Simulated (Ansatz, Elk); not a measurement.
# How far do independent atoms describe Zn2PBr?, part 2 of 2

The structure of Zn2PBr used here is made up (a known structure type with other elements) and was relaxed beforehand with r2SCAN. The aim is the Fourier transform of its all-electron density, F(hkl), set beside the sum over free spherical atoms that refinements use.

Elk 11.2.3 (patched build); all-electron DFT.

So far: Set-up; Ground state and structure factors; The highest occupied states alone.

The structure was built from a prototype and need not be the compound's stable phase.

### 4. Another functional

Level of this step: DFT, PBEsol, all-electron APW+lo, Dirac cores, scalar-relativistic bands, static density, no spin (Elk).

The difference from free atoms is small, so it is set against the change that PBEsol makes.

elk.in reads:

```
tasks
  0
  195

xctype
  22

spinpol
  .false.

rgkmax
  7.0

gmaxvr
  14.0

lmaxo
  7

lmaxapw
  8

swidth
  0.002

tshift
  .false.

ramdisk
  .false.

hmaxvr
  5.5

maxscl
  120

epspot
  1e-06

sppath
  './'

avec
  3.56021522920 2.05549122126 11.85311686196
  -3.56021522920 2.05549122126 11.85311686196
  0.00000000000 -4.11098244159 11.85311686212

atoms
  3
  'Br.in'
  1
  -0.0000000000 -0.0000000000 -0.0000000000   0.000000 0.000000 0.000000
  'Zn.in'
  2
  0.7731000918 0.7731000918 0.7731000918   0.000000 0.000000 0.000000
  0.2268999082 0.2268999082 0.2268999082   0.000000 0.000000 0.000000
  'P.in'
  1
  0.5000000000 0.5000000000 0.5000000000   0.000000 0.000000 0.000000

ngridk
  7 7 7
```

Launch:

```bash
$ OMP_NUM_THREADS=4 elk
```

Numbers of over 12 decimals in the logs are rounded to 6 here.

What it wrote:

```text
┌─────────────────────────┐
│ Elk code version 11.2.3 │
└─────────────────────────┘

All units are atomic (Hartree, Bohr, etc.)

┌─────────────────────────────────────────────────┐
│ Ground-state run starting from atomic densities │
└─────────────────────────────────────────────────┘

Lattice vectors :
   3.560215229       2.055491221       11.85311686
  -3.560215229       2.055491221       11.85311686
   0.000000000      -4.110982442       11.85311686

Reciprocal lattice vectors :
  0.8824164977      0.5094634025      0.1766957271
[...]
muffin-tins (core leakage)
  species : 1 (Br)
[...]
species : 2 (Zn)
[...]
atom 2                    :    28.82286901     (  0.8624549785E-04)
  species : 3 (P)
   atom 1                    :    13.35500862     (  0.3285795879E-03)
 total in muffin-tins        :    104.4512747
 total calculated charge     :    109.9990058
 total charge                :    110.0000000
 error                       :   0.9941508690E-03

┌──────────────────────────────┐
│ Self-consistent loop stopped │
└──────────────────────────────┘

Warning : core states of species 3 leak from the muffin-tin :   0.3285795879E-03

Wrote STATE.OUT
[key lines of the parts left out:]
total energy                :     -6535.9083260047
```

Wall time 27 s (4 threads of Intel Xeon Platinum 8375C at 2.90GHz (Ice Lake), shared host); peak memory 0.18 GiB; 73 s of CPU time.

Against the first run R = 0.04 %; the largest change is -0.038 at 104.

### 5. Basis size

A smaller basis shows how fast F responds to it; the change is likely larger than the basis error of the first run, but doesn't show convergence.

Changes to elk.in since step 4:

```diff
@@ -5,3 +5,3 @@
 xctype
-  22
+  20
 
@@ -11,3 +11,3 @@
 rgkmax
-  7.0
+  5.5
```

Launch:

```bash
$ OMP_NUM_THREADS=4 elk
```

What it wrote:

```text
┌─────────────────────────┐
│ Elk code version 11.2.3 │
└─────────────────────────┘

All units are atomic (Hartree, Bohr, etc.)

┌─────────────────────────────────────────────────┐
│ Ground-state run starting from atomic densities │
└─────────────────────────────────────────────────┘

Lattice vectors :
   3.560215229       2.055491221       11.85311686
  -3.560215229       2.055491221       11.85311686
   0.000000000      -4.110982442       11.85311686

Reciprocal lattice vectors :
  0.8824164977      0.5094634025      0.1766957271
[...]
muffin-tins (core leakage)
  species : 1 (Br)
[...]
species : 2 (Zn)
[...]
atom 2                    :    28.78935141     (  0.8496763203E-04)
  species : 3 (P)
   atom 1                    :    13.35467950     (  0.3246259829E-03)
 total in muffin-tins        :    104.3735492
 total calculated charge     :    109.9989940
 total charge                :    110.0000000
 error                       :   0.1005966777E-02

┌──────────────────────────────┐
│ Self-consistent loop stopped │
└──────────────────────────────┘

Warning : core states of species 3 leak from the muffin-tin :   0.3246259829E-03

Wrote STATE.OUT
[key lines of the parts left out:]
total energy                :     -6540.9122935610
```

Wall time 22 s (4 threads); peak memory 0.18 GiB.

Against the first run R = 0.03 %; the largest change is +0.040 at 119.

### 6. Basis size

The basis and the expansions that go with it are enlarged, to see whether the differences are converged.

Changes to elk.in since step 5:

```diff
@@ -11,12 +11,12 @@
 rgkmax
-  5.5
+  8.5
 
 gmaxvr
-  14.0
+  18.0
 
 lmaxo
-  7
+  9
 
 lmaxapw
-  8
+  10
```

Launch:

```bash
$ OMP_NUM_THREADS=4 elk
```

What it wrote:

```text
┌─────────────────────────┐
│ Elk code version 11.2.3 │
└─────────────────────────┘

All units are atomic (Hartree, Bohr, etc.)

┌─────────────────────────────────────────────────┐
│ Ground-state run starting from atomic densities │
└─────────────────────────────────────────────────┘

Lattice vectors :
   3.560215229       2.055491221       11.85311686
  -3.560215229       2.055491221       11.85311686
   0.000000000      -4.110982442       11.85311686

Reciprocal lattice vectors :
  0.8824164977      0.5094634025      0.1766957271
[...]
muffin-tins (core leakage)
  species : 1 (Br)
[...]
species : 2 (Zn)
[...]
atom 2                    :    28.82289709     (  0.8447772433E-04)
  species : 3 (P)
   atom 1                    :    13.37978642     (  0.3262939386E-03)
 total in muffin-tins        :    104.5012406
 total calculated charge     :    109.9994669
 total charge                :    110.0000000
 error                       :   0.5330942461E-03

┌──────────────────────────────┐
│ Self-consistent loop stopped │
└──────────────────────────────┘

Warning : core states of species 3 leak from the muffin-tin :   0.3262939386E-03

Wrote STATE.OUT
[key lines of the parts left out:]
total energy                :     -6541.0134846561
```

Wall time 62 s (4 threads); peak memory 0.38 GiB.

Against the first run R = 0.01 %; the largest change is -0.008 at 0 0 18.

### 7. Settings against the effect

```tsv
run	R against the first run (%)	R against neutral atoms, low angle (%)	wall time
PBE, rgkmax 7	0.00	0.72	28 s
PBEsol	0.04	0.74	27 s
rgkmax 5.5	0.03	0.73	22 s
rgkmax 8.5 with larger expansions	0.01	0.72	62 s
```

### 8. Summary of results

- R against neutral atoms, sin θ/λ < 0.3 Å⁻¹: 0.72 %
- R against neutral atoms, 0.3 to 0.79 Å⁻¹: 0.24 %

**Reading.** Independent neutral atoms miss the calculated amplitudes by R = 0.72 % below 0.3 Å⁻¹ and 0.24 % from there to 0.79 Å⁻¹; by shells, 2.03 % below 0.15 Å⁻¹ (1 form), 0.72 % 0.15 to 0.3 (10 forms), 0.28 % 0.3 to 0.45 (22 forms), 0.22 % above 0.45 (116 forms). Bonding, aspherical density and the tables' own atoms all enter these figures, and the runs don't part them. The largest change of an amplitude is -0.54 electrons, at 012. The window's part falls from 35.2 electrons at the origin to at most 5.84 between 0.45 and 0.79 Å⁻¹, where compact states inside the window still scatter. Below 0.3 Å⁻¹ the changes that finished (PBEsol, rgkmax 5.5 and rgkmax 8.5 with larger expansions) move F by R = 0.04 % at most, against the 0.72 % that separates it from free atoms. The k-mesh has no finished test. Part of the difference isn't bonding: the tables are fits to free atoms and ions calculated by other methods than this functional. Thermal motion, anomalous dispersion and extinction are left out.

[Logs are printed without paths, hosts, clocks, repeated set-up lines and the standing remarks that a program may print on its own settings, such as how far it seeks lower states.]

[Hosts, paths, dates, database ids (printed as entryN), source tags and the programs' standing remarks are cut or masked in the printed files.]
